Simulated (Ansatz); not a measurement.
# From PBE to G0W0: SnO2 (Cassiterite)

How far does one-shot GW move the PBE gap of SnO2 (Cassiterite)?

Method: PBE, then G0W0 on it, plane waves, PAW, in Ansatz 0.2.0.

**What was measured.**

- Gap 3.6 eV: experimental gap quoted from earlier work; bulk crystal (quoted in “Study on the Photocatalytic Properties of Flower-Shaped SnO2”, 2022, pmc:9565917).

### Step 1. Set-up

Symmetry: P4_2/mnm, No. 136, tetragonal system. The conventional cell has a = 4.738 Å, b = 4.738 Å, c = 3.187 Å, α = 90.00°, β = 90.00°, γ = 90.00°. Nearest to Sn lie 6 O at 2.05 to 2.06 Å. Nearest to O lie 3 Sn at 2.05 to 2.06 Å. Farther neighbours and most contacts between anions are not listed.

The cell and positions come from the Crystallography Open Database and are kept as given unless a step says otherwise. The default PAW set here is soft_1. Its files were made with PBE.

### Step 2. The PBE band structure

Levels along a band path and on the mesh show where this functional puts the band edges.

This step: DFT, PBE, plane waves, PAW.

The input, input.yaml:

```yaml
crystal:
  lattice:
    - [4.738, 0.0, 0.0]
    - [0.0, 4.738, 0.0]
    - [0.0, 0.0, 3.1865]
  atoms:
    - { symbol: Sn, position: [0.0, 0.0, 0.0] }
    - { symbol: Sn, position: [0.5, 0.5, 0.5] }
    - { symbol: O, position: [0.3071, 0.3071, 0.0] }
    - { symbol: O, position: [0.1929, 0.8071, 0.5] }
    - { symbol: O, position: [0.6929, 0.6929, 0.0] }
    - { symbol: O, position: [0.8071, 0.1929, 0.5] }
kpoints:
  mp_grid: { grid: [6, 6, 8] }
  band_path:
    path:
      - [[0.0, 0.0, 0.0], [0.0, 0.5, 0.0], [0.5, 0.5, 0.0], [0.0, 0.0, 0.0], [0.0, 0.0, 0.5], [0.0, 0.5, 0.5], [0.5, 0.5, 0.5], [0.0, 0.0, 0.5]]
      - [[0.0, 0.5, 0.0], [0.0, 0.5, 0.5]]
      - [[0.5, 0.5, 0.0], [0.5, 0.5, 0.5]]
    npoints: 10
hamiltonian:
  xc: pbe
  pseudopotentials: { kind: paw, azcp: { folder: "./paw" } }
scf:
  occupations: { method: fermi_dirac, width: 0.02 }
  n_extra_bands: 6
output:
  eigenvalues: true
  forces: true
  stress: true
  write_density: true
  write_potential: true
  elf: true
  volumetric_format: npy
```

Started as:

```console
> ansatz run input.yaml --threads 3 --pin off --max-ram 92160MiB --backend cuda --events-out ev --progress --plain --runs-dir out --devices 1 --max-vram 13GiB
```

Numbers of over 12 decimals in the logs are rounded to 6 here.

Log:

```text
scf.n_extra_bands = 6 over 26 filled bands (N_el = 52.0): the run solves 32 bands
GPUs: using 1 of 1 available (devices: 1).
Engine: ansatz 0.2.0, x86_64-unknown-linux-gnu
Pseudopotentials: kind: paw
Pseudopotential: Sn, paw, valence charge 14, recommended cutoff 420 eV (normal), <dir>
Pseudopotential: O, paw, valence charge 6, recommended cutoff 420 eV (normal), <dir>
Functional definition: PBE
  parameter kappa = 0.804
  parameter beta = 0.066725
  exchange = pbe_x(kappa = kappa, mu = beta*pi^2/3)
  correlation = pbe_c(beta = beta)
device memory: the entry about to start is reckoned to put 2.2 GiB on a device that reports 72.9 GiB free (of which the cap on the GPU budget leaves the run 13.0 GiB)
GPU FFT provider: cuFFT
GPU libraries: cuBLAS 13.8.2, cuFFT 12.4.0, cuSOLVER 12.3.4
Crystal: 6 atoms, lattice volume = 71.533 Å³
Basis set: ecut = 420 eV, 1411 PW (Γ), exchange–correlation on 64×64×48 points (8 copies of the dense FFT grid, shifted against one another)
Bands: 32, of which v1, the nominal top of the filled ones, is band 26 counted from 1 (25 counted from 0)
Symmetry: 16 space group operations
Space group: P42/mnm (ITA 136), of the structure as read, at distance tolerance 4.2e-5 Å
k-points: 50 of 288
Non-local potential: Sn, projectors of the file, l = 0: 2, l = 1: 2, l = 2: 2, l = 3: 1
Non-local potential: O, projectors of the file, l = 0: 2, l = 1: 2, l = 2: 1
PAW form: soft (Blöchl's): semilocal exchange-correlation on the pseudo side does not see the compensation charge
PAW one-centre angular grid: Sn, 590 points (default); XC on 64 Gauss nodes
PAW one-centre angular grid: O, 110 points (default); XC on 64 Gauss nodes
Initial density: superposition of atomic densities (chi_scale 0.1, normalization cell, long waves kept (reshape's long-wave potential 0.00 eV rms))
Initial wavefunctions: pseudopotential atomic-orbital guess
GPU buffer pool allocated for 24576 grid points (all kernels)
GPU transforms: local potential and band sums: pruned to the plane-wave sphere, on 32×32×24
Functional: x = pbe(κ = 0.804, μ = 0.219515), c = pbe(β = 0.066725)
SCF iter   1: F=—  HF=-14318.860825 eV  |F-HF|=—  |Δ(HF+E_count)|=         —  Δρ=8.13e-2  dr2=3.77e0  ethr=3.10e-3  ⟨swp⟩=6.6  Hψ=7168  notcnv=0
preconditioner: auto → Resta (q_TF=auto, 2.587 Å⁻¹)  ε∞=3.5  [insulator: Δε(μ)=1.761 eV  Ē_g=20.189 eV  σ=0.020 eV  W_gap=1.00  n_scr=18 (ndim 8)  ℏωp=31.7 eV  f_vac=0.000  D(μ)=0.00/eV (n_scr^D=0)  ε∞_Penn≈3.5]
SCF iter   2: F=—  HF=-14318.056703 eV  |F-HF|=—  |Δ(HF+E_count)|=   8.04e-1  Δρ=3.73e-2  dr2=5.14e-1  ethr=3.10e-3  ⟨swp⟩=2.2  Hψ=2992  notcnv=0  defer=100
SCF iter   3: F=—  HF=-14318.009401 eV  |F-HF|=—  |Δ(HF+E_count)|=   4.73e-2  Δρ=1.38e-2  dr2=8.00e-2  ethr=9.89e-4  ⟨swp⟩=2.4  Hψ=1900  notcnv=0  defer=100
SCF iter   4: F=—  HF=-14318.019870 eV  |F-HF|=—  |Δ(HF+E_count)|=   1.05e-2  Δρ=1.76e-3  dr2=2.36e-3  ethr=1.54e-4  ⟨swp⟩=3.0  Hψ=2498  notcnv=0  defer=100
SCF iter   5: F=—  HF=-14318.021775 eV  |F-HF|=—  |Δ(HF+E_count)|=   1.90e-3  Δρ=6.66e-4  dr2=2.33e-4  ethr=4.53e-6  ⟨swp⟩=2.0  Hψ=2934  notcnv=0  defer=100
SCF iter   6: F=—  HF=-14318.021938 eV  |F-HF|=—  |Δ(HF+E_count)|=   1.63e-4  Δρ=8.08e-5  dr2=4.26e-6  ethr=4.48e-7  ⟨swp⟩=2.0  Hψ=2488  notcnv=0  defer=100
SCF iter   7: F=—  HF=-14318.022057 eV  |F-HF|=—  |Δ(HF+E_count)|=   1.19e-4  Δρ=1.37e-5  dr2=1.32e-7  ethr=8.20e-9  ⟨swp⟩=2.3  Hψ=2575  notcnv=0  defer=100
SCF iter   8: F=-14318.022057 eV  HF=-14318.022057 eV  |F-HF|=7.53e-9  |Δ(HF+E_count)|=   1.46e-7  Δρ=2.70e-6  dr2=5.94e-9  ethr=1.92e-10  ⟨swp⟩=15.4  Hψ=12926  notcnv=0
SCF 1 converged in 8 iterations: F = -14318.022057 eV  dr2 = 5.94e-9
  greatest PAW one-centre occupation: 0.996 electrons in one spin orbital (limit 2), on the Sn atom at site 1 (counted from 0), in its partial waves of l = 2
device memory: the entry about to start is reckoned to put 2.8 GiB on a device that reports 73.5 GiB free (of which the cap on the GPU budget leaves the run 13.0 GiB)
NSCF: frozen V_eff on 93 k-points, pencils in batches of 32, up to order 144
SCF converged after 8 iterations
Free energy (F): -14318.022057 eV
Harris-Foulkes:  -14318.022057 eV  (|F-HF|=7.53e-9)
Internal energy: -14318.022057 eV  (E = F + TS)
E sigma→0 (E₀):  -14318.022057 eV
Fermi energy:    10.205580 eV
--- Per-component energies (eV) ---
  E_band       = -112.160450
  E_kinetic    = 1020.746272
  E_local      = -3165.574367  (includes V_loc(G=0)·N_el)
  E_nonlocal   = 501.828610
  E_hartree    = 1445.569928
  E_xc         = -536.694176
  E_vxc        = -525.122428  (∫ρ·V_xc dr)
  E_paw        = -9401.050504  (= ΣΔE_a)
  E_vpaw       = -835.182344  (= ΣTr[D̂ρ^β])
  E_aug_tail   = 0.003959  (compensation charges beyond the density's cutoff)
  E_ewald      = -4182.851779
  E_smearing   = -0.000000  (= −TS)
  E_closure    = 0.000000  (closes the sum)
  Σ components = -14318.022057   (vs F -14318.022057, Δ=0.00e0)
--- Forces (eV/Å), atoms counted from 1 ---
  atom   1  Sn     0.00000000     0.00000000    -0.00000000
  atom   2  Sn     0.00000000     0.00000000     0.00000000
  atom   3  O     -0.19158187    -0.19158187     0.00000000
  atom   4  O      0.19158187    -0.19158187    -0.00000000
  atom   5  O      0.19158187     0.19158187    -0.00000000
  atom   6  O     -0.19158187     0.19158187     0.00000000
  max |Σ_I F_I| component: 5.55e-17 eV/Å
--- Stress (GPa, compression-positive) ---
       10.075954       0.000000       0.000000
        0.000000      10.075954       0.000000
        0.000000       0.000000      13.000135
  P = ⅓ Tr σ = 11.0507 GPa (110.507 kbar)
--- Band table (eV; the first three rows and the last of 50) ---
  k-point 0: bands = [... 22 lower, 8.3458, 8.7924, 8.7924, 9.5637, 10.8473, 15.7375, 15.9422, 15.9422, ... 2 higher]
  k-point 1: bands = [... 22 lower, 7.7672, 8.8286, 8.8286, 9.4335, 11.8074, 16.0535, 16.5919, 16.5919, ... 2 higher]
  k-point 2: bands = [... 22 lower, 7.0535, 8.7282, 8.7282, 9.0652, 13.4215, 16.5213, 18.0216, 18.0216, ... 2 higher]
  k-point 49: bands = [... 22 lower, 8.5966, 8.5966, 8.7325, 8.7325, 14.5096, 14.5096, 18.4663, 18.4663, ... 2 higher]
```

Wall time 14 s (1 × NVIDIA H100 80GB HBM3 (shared by 6 runs) with 3 threads of AMD EPYC 7R13 (Zen 3), shared host); peak memory 0.94 GiB.

In the SCF lines HF is the Harris–Foulkes energy and dr2 the Hartree energy of the density residual, in eV; the loop may stop once dr2 is under the threshold and the program's other checks hold. Hψ counts applications of the Hamiltonian.

This step gave:

| Item | Value |
| --- | --- |
| pressure | 11.05 GPa |
| filled bands | 26 |
| gap | 1.284 eV |
| valence top at | Γ |
| conduction bottom at | Γ |
| least direct gap | 1.284 eV |

Over mesh and path the gap is 1.284 eV, direct, at k = Γ. The pressure in this cell is 11 GPa; the cell is kept.

Electronic bands along the path, in eV, zero at the top of the highest nominally filled band:

```csv
point,band 23,band 24,band 25,band 26,band 27,band 28,band 29,band 30
Γ,-1.22,-0.77,-0.77,0.00,1.28,6.17,6.38,6.38
halfway,-1.20,-1.18,-0.73,-0.29,2.57,5.71,6.64,6.82
X,-1.18,-1.18,-0.63,-0.63,4.45,4.45,7.12,7.12
halfway,-1.23,-1.23,-0.77,-0.77,4.65,4.65,7.34,7.34
M,-1.30,-1.30,-0.90,-0.90,4.85,4.85,7.55,7.55
halfway,-1.26,-1.17,-0.82,-0.48,3.35,5.44,7.00,7.09
Γ,-1.22,-0.77,-0.77,0.00,1.28,6.17,6.38,6.38
halfway,-2.51,-0.84,-0.84,-0.50,3.86,6.96,8.46,8.46
Z,-1.65,-1.65,-1.25,-1.25,6.24,6.24,9.79,9.79
halfway,-1.42,-1.42,-1.12,-1.12,6.35,6.35,8.86,8.86
R,-1.10,-1.10,-0.69,-0.69,6.52,6.52,8.10,8.10
halfway,-1.01,-1.01,-0.97,-0.97,5.55,5.55,8.74,8.74
A,-0.97,-0.97,-0.83,-0.83,4.95,4.95,8.90,8.90
halfway,-1.26,-1.25,-1.04,-0.97,5.72,6.26,8.05,9.94
Z,-1.65,-1.65,-1.25,-1.25,6.24,6.24,9.79,9.79
jump to X,-1.18,-1.18,-0.63,-0.63,4.45,4.45,7.12,7.12
halfway,-1.26,-1.26,-0.83,-0.83,5.60,5.60,8.80,8.80
R,-1.10,-1.10,-0.69,-0.69,6.52,6.52,8.10,8.10
jump to M,-1.30,-1.30,-0.90,-0.90,4.85,4.85,7.55,7.55
halfway,-0.86,-0.86,-0.86,-0.86,5.19,5.19,8.83,8.83
A,-0.97,-0.97,-0.83,-0.83,4.95,4.95,8.90,8.90
```

Valence density in the ab plane at fractional z = 0.000, with atoms of Sn and O within 0.2 Å of it. It is the smooth field of the valence electrons, not physical close to the nuclei.

Ten even steps from '0' (0 e/Å³) to '9' (12 e/Å³), each cell a mean:
```
84100000000026
31000000000002
00000000122100
00000000255200
00000000255200
00000000122100
00000000000000
00001100000000
00024310000000
00146410000000
00024200000000
11001000000001
53100000000014
95100000000038
```
Columns run along a (4.7 Å), rows up along b (4.7 Å). Atoms in or near the plane, at fractional coordinates: Sn at (0.00, 0.00), O at (0.31, 0.31), O at (0.69, 0.69).

Electrostatic potential energy in the ab plane at fractional z = 0.000, with atoms of Sn and O within 0.2 Å of it. With pseudopotentials it is smooth inside the atoms' cores, unlike the true potential.

Ten even steps from '0' (-29 eV) to '9' (16 eV), each cell a mean:
```
95268999998437
32479999987633
45789999732564
88899998300278
99999998200389
99999988623799
99999888888999
99975688899999
99720168999999
88600059999998
67720279999876
23576799998742
74378999998525
97268999998439
```
Columns run along a (4.7 Å; values clipped at the 3rd and 97th percentile), rows up along b (4.7 Å). Atoms in or near the plane, at fractional coordinates: Sn at (0.00, 0.00), O at (0.31, 0.31), O at (0.69, 0.69).

### Step 3. G0W0 on the 4×4×6 mesh

G0W0 replaces the xc potential by a self-energy built once from the orbitals of the start. Levels are corrected in the window of bands that the input names, at points of the mesh.

This step: G0W0 on PBE, plane waves, PAW.

input.yaml, the sections that differ from step 2:

```yaml
kpoints:
  mp_grid: { grid: [4, 4, 6] }
scf:
  occupations: { method: fixed }
gw:
  n_empty_bands: 566
  ecut_chi: 230.0
  qp_bands: [v2, c2]
  qp_kpoints: band_edges
  screening: { model: contour_deformation }
# crystal, hamiltonian: as in step 2
# output: removed
```

Log:

```text
GPUs: using 1 of 1 available (devices: 1).
[...]
GPU FFT provider: cuFFT
GPU libraries: cuBLAS 13.8.2, cuFFT 12.4.0, cuSOLVER 12.3.4
Crystal: 6 atoms, lattice volume = 71.533 Å³
Basis set: ecut = 420 eV, 1411 PW (Γ)
Bands: 32, of which v1, the nominal top of the filled ones, is band 26 counted from 1 (25 counted from 0)
Symmetry: 16 space group operations
[...]
k-points: 24 of 96
[...]
GPU buffer pool allocated for 24576 grid points (all kernels)
[...]
SCF iter   1: F=—  HF=-14318.860415 eV  |F-HF|=—  |Δ(HF+E_count)|=         —  Δρ=8.12e-2  dr2=3.76e0  ethr=3.10e-3  ⟨swp⟩=4.0  Hψ=2975  notcnv=0  defer=94
[...]
SCF iter   8: F=-14318.020851 eV  HF=-14318.020851 eV  |F-HF|=5.46e-9  |Δ(HF+E_count)|=   1.71e-7  Δρ=2.37e-6  dr2=4.32e-9  ethr=1.92e-10  ⟨swp⟩=8.6  Hψ=2942  notcnv=0
SCF 1 converged in 8 iterations: F = -14318.020851 eV  dr2 = 4.32e-9
[...]
NSCF: frozen V_eff on 24 k-points, pencils in batches of 32, up to order 128
the band table was solved once the SCF had ended and its energy, with any forces and stress, was formed, with the checks that follow a solve (3140 applications of the Hamiltonian). They found nothing against the state; the energy, forces and stress were not computed again (output.eigenvalues in the input reference)
[...]
NSCF: frozen V_eff on 24 k-points
G₀W₀ screening: q 1/24
[... further progress lines ...]
SCF converged after 8 iterations
Free energy (F): -14318.020851 eV
[...]
Internal energy: -14318.020851 eV  (E = F + TS)
E sigma→0 (E₀):  -14318.020851 eV
Fermi energy:    9.564227 eV
[...]
--- Band table (eV; the first three rows and the last of 24) ---
  k-point 0: bands = [... 22 lower, 8.3462, 8.7929, 8.7929, 9.5642, 10.8474, 15.7377, 15.9423, 15.9423, ... 2 higher]
  k-point 1: bands = [... 22 lower, 7.4291, 8.8137, 8.8137, 9.3352, 12.3386, 16.2369, 17.0251, 17.0251, ... 2 higher]
  k-point 2: bands = [... 22 lower, 7.1628, 8.5789, 8.5789, 8.7194, 14.3988, 16.5366, 18.4504, 19.0090, ... 2 higher]
  k-point 23: bands = [... 22 lower, 8.5971, 8.5971, 8.7330, 8.7330, 14.5098, 14.5098, 18.4665, 18.4665, ... 2 higher]
--- G₀W₀: contour deformation, 7 samples at zero and on the imaginary axis and 2 off it, 96 q-points, 566 empty bands' worth ---
  eigenvalues of the whole cell's RPA ε∞ on this k-mesh (on a slab, of 1 + 4πα/V) = 4.3122, 4.3122, 4.5377; static W/v taken at q = 0 is 0.227978
  bands read: the sum over 592 bands ends inside a degenerate multiplet in 1 slot, whose members it reads at an even weight; the widest, k=2: bands 592 to 593 (counted from 1) at 1/2 each
  gw.qp_kpoints: band_edges: 11 of 24 stored k-points solved, in 1 pass; an edge of the gap read off the rows below is read off those points alone
    valence top: of the k-points left out ik 14 came nearest to being solved in a further pass, in band 26 (counted from 1, as in the quasiparticle table): it holds the edge there only if its correction is more favourable than any solved in that band by at least 0.601 eV; those differ by 0.231 eV
    conduction bottom: of the k-points left out ik 16 came nearest to being solved in a further pass, in band 27 (counted from 1, as in the quasiparticle table): it holds the edge there only if its correction is more favourable than any solved in that band by at least 3.367 eV; those differ by 0.575 eV
    ik  band        ε_KS         Σx   Σc(E_QP)       V_xc       Z   E_QP_lin       E_QP  E_QP is
     0    25      8.7929   -26.4501     4.6773   -20.7676  0.7487     7.7670     7.7876  root
     0    26      9.5642   -27.1844     4.9936   -21.1429  0.7496     8.4942     8.5163  root
     0    27     10.8474   -14.4764    -3.5998   -18.5892  0.8217    11.3626    11.3605  root
     0    28     15.7377   -12.1579    -4.8625   -17.8578  0.8029    16.5868    16.5751  root
     1    25      8.8137   -26.6314     4.6779   -20.9412  0.7494     7.7805     7.8015  root
     1    26      9.3352   -26.8711     5.0310   -20.7608  0.7483     8.2311     8.2559  root
     1    27     12.3386   -15.6593    -3.5043   -19.8199  0.8060    12.9990    12.9948  root
     1    28     16.2369   -13.1489    -5.0516   -19.1791  0.7895    17.2337    17.2155  root
     3    25      8.3101   -26.2909     5.1939   -19.9310  0.7414     7.1083     7.1440  root
     3    26      8.3101   -26.2909     5.1939   -19.9310  0.7414     7.1083     7.1440  root
     3    27     15.8065   -14.7512    -4.9377   -20.7693  0.7852    16.9082    16.8870  root
     3    28     15.8065   -14.7512    -4.9377   -20.7693  0.7852    16.9082    16.8870  root
     4    25      8.8312   -26.5408     4.7019   -20.8251  0.7489     7.7962     7.8173  root
     4    26      9.2784   -26.7106     4.9483   -20.6904  0.7491     8.1822     8.2065  root
     4    27     12.1383   -15.6367    -3.3726   -19.6051  0.8076    12.7375    12.7342  root
     4    28     15.2763   -12.9969    -4.6102   -18.4384  0.7995    16.1189    16.1076  root
     5    25      8.7844   -26.5934     4.7242   -20.8403  0.7489     7.7333     7.7554  root
     5    26      9.2002   -26.7694     4.9803   -20.7125  0.7482     8.0989     8.1236  root
     5    27     13.0729   -15.4915    -3.7546   -19.9834  0.8025    13.8164    13.8102  root
     5    28     15.8603   -13.8702    -4.8738   -19.7176  0.7874    16.8516    16.8340  root
     8    25      8.9331   -26.5750     4.7908   -20.7370  0.7490     7.8627     7.8859  root
     8    26      8.9331   -26.5750     4.7908   -20.7370  0.7490     7.8627     7.8859  root
     8    27     14.0171   -14.8804    -4.0816   -19.7617  0.7981    14.8262    14.8167  root
     8    28     14.0171   -14.8804    -4.0816   -19.7617  0.7981    14.8262    14.8167  root
    11    25      8.8755   -27.2050     4.1681   -22.1015  0.7584     7.9246     7.9401  root
    11    26      8.8755   -27.2050     4.1681   -22.1015  0.7584     7.9246     7.9401  root
    11    27     16.0829   -14.8734    -4.9968   -20.9585  0.7816    17.1951    17.1712  root
    11    28     16.0829   -14.8734    -4.9968   -20.9585  0.7816    17.1951    17.1712  root
    12    25      8.7393   -26.5217     4.8616   -20.6017  0.7469     7.6563     7.6807  root
    12    26      9.0863   -26.5843     5.0001   -20.4884  0.7477     7.9639     7.9905  root
    12    27     12.9159   -15.6218    -3.6344   -19.9503  0.8034    13.6153    13.6100  root
    12    28     15.0064   -13.1844    -4.5829   -18.5972  0.8005    15.8471    15.8363  root
    13    25      8.7647   -26.6420     4.8964   -20.6781  0.7469     7.6723     7.6972  root
    13    26      9.1520   -26.8552     4.8863   -20.9130  0.7490     8.0729     8.0960  root
    13    27     13.5804   -15.3188    -3.9674   -20.0807  0.8003    14.3828    14.3750  root
    13    28     15.5076   -13.9813    -4.7830   -19.7177  0.7905    16.4771    16.4611  root
    17    25      8.8687   -26.6876     4.8556   -20.7674  0.7481     7.7796     7.8041  root
    17    26      8.8687   -26.6876     4.8556   -20.7674  0.7481     7.7796     7.8041  root
    17    27     14.6404   -14.7927    -4.4340   -20.1314  0.7948    15.5577    15.5451  root
    17    28     14.6404   -14.7927    -4.4340   -20.1314  0.7948    15.5577    15.5451  root
    23    25      8.7330   -26.6295     5.1911   -20.3070  0.7435     7.5713     7.6016  root
    23    26      8.7330   -26.6295     5.1911   -20.3070  0.7435     7.5713     7.6016  root
    23    27     14.5098   -13.3359    -4.5094   -18.6936  0.8099    15.3674    15.3581  root
    23    28     14.5098   -13.3359    -4.5094   -18.6936  0.8099    15.3674    15.3581  root
```

Elapsed: 48 s, on 1 × NVIDIA H100 80GB HBM3 (shared by 6 runs) with 3 threads; peak memory 2.8 GiB; 44 s of CPU time.

This step gave:

- bands summed: 592
- RPA ε∞ on this mesh (eigenvalues): 4.312, 4.312, 4.538
- plane waves in the screening matrix: 563
- q-points in the mesh: 96
- G0W0 gap over the corrected points: 2.844 eV
- k of the valence top: 0, 0, 0
- k of the conduction bottom: 0, 0, 0
- starting gap on the mesh: 1.283 eV
- Z at the valence top: 0.7496
- Z at the conduction bottom: 0.8217
- least direct G0W0 gap over the corrected points: 2.844 eV

Over 11 of 24 irreducible mesh points the G0W0 gap is 2.844 eV, direct, at k = Γ. The PBE gap of this run on the mesh is 1.283 eV. The two states that bound the G0W0 gap lie that far apart at the start, so the correction of the gap is 2.844 − 1.283 = +1.561 eV. The start of this run differs from the step before in mesh (6×6×8 and 4×4×6).

Labels follow the order of the start: v1 is the top filled band, c1 the lowest empty one; levels that stay degenerate share a row, the window can cut a multiplet, doubted levels are not marked in this list, bands outside the window were not corrected, and the list may be a part of the corrected levels. Levels before and after the correction, in eV, zero at the valence-band top of each column:

```csv
,conduction bottom,valence top
Kohn-Sham,1.28,0.00
G0W0,2.84,0.00
```

```csv
,level,occupation,energy (eV)
Kohn-Sham,Γ v2,2,-0.771
Kohn-Sham,Γ v1,2,0.000
Kohn-Sham,Γ c1,0,1.283
Kohn-Sham,Γ c2,0,6.173
G0W0,Γ v2,2,-0.729
G0W0,Γ v1,2,0.000
G0W0,Γ c1,0,2.844
G0W0,Γ c2,0,8.059
```

The parts of the quasiparticle energy for the two states that bound the G0W0 gap, in eV on the run's own scale (QP = start + Σx + Σc − Vxc, with Σc at the quasiparticle energy):

```csv
edge,k,band,start,Σx,Σc,Vxc,Z,QP
valence top,Γ,26,9.564,−27.184,4.994,−21.143,0.750,8.516
conduction bottom,Γ,27,10.847,−14.476,−3.600,−18.589,0.822,11.361
```

(Continued in part 2 of 2.)

[Paths, hosts, dates, memory and timing lines, banners, echoed tables and standing remarks are left out of the program output.]

[Logs are printed without paths, hosts, clocks, repeated set-up lines and the standing remarks that a program may print on its own settings, such as how far it seeks lower states.]

[Runs of the session that timed out or met a known fault of the program may be left out.]

[Cells called generated may have been cut or substituted from an entry of the Crystallography Open Database or the Materials Project.]

[Hosts, paths, dates, database ids (printed as entryN), source tags and the programs' standing remarks are cut or masked in the printed files.]

[Where an RPA ε∞ is given, it is that of the G0W0 mesh and is not shown converged in it. Names of k-points follow the symmetry that the program found, which can be lower than the space group named. Band edges on a path are those of the sampled points; other points can move an edge, and change direct to indirect where valleys lie close.]

[Hybrid gaps are those of their k-mesh and are not shown converged in it.]
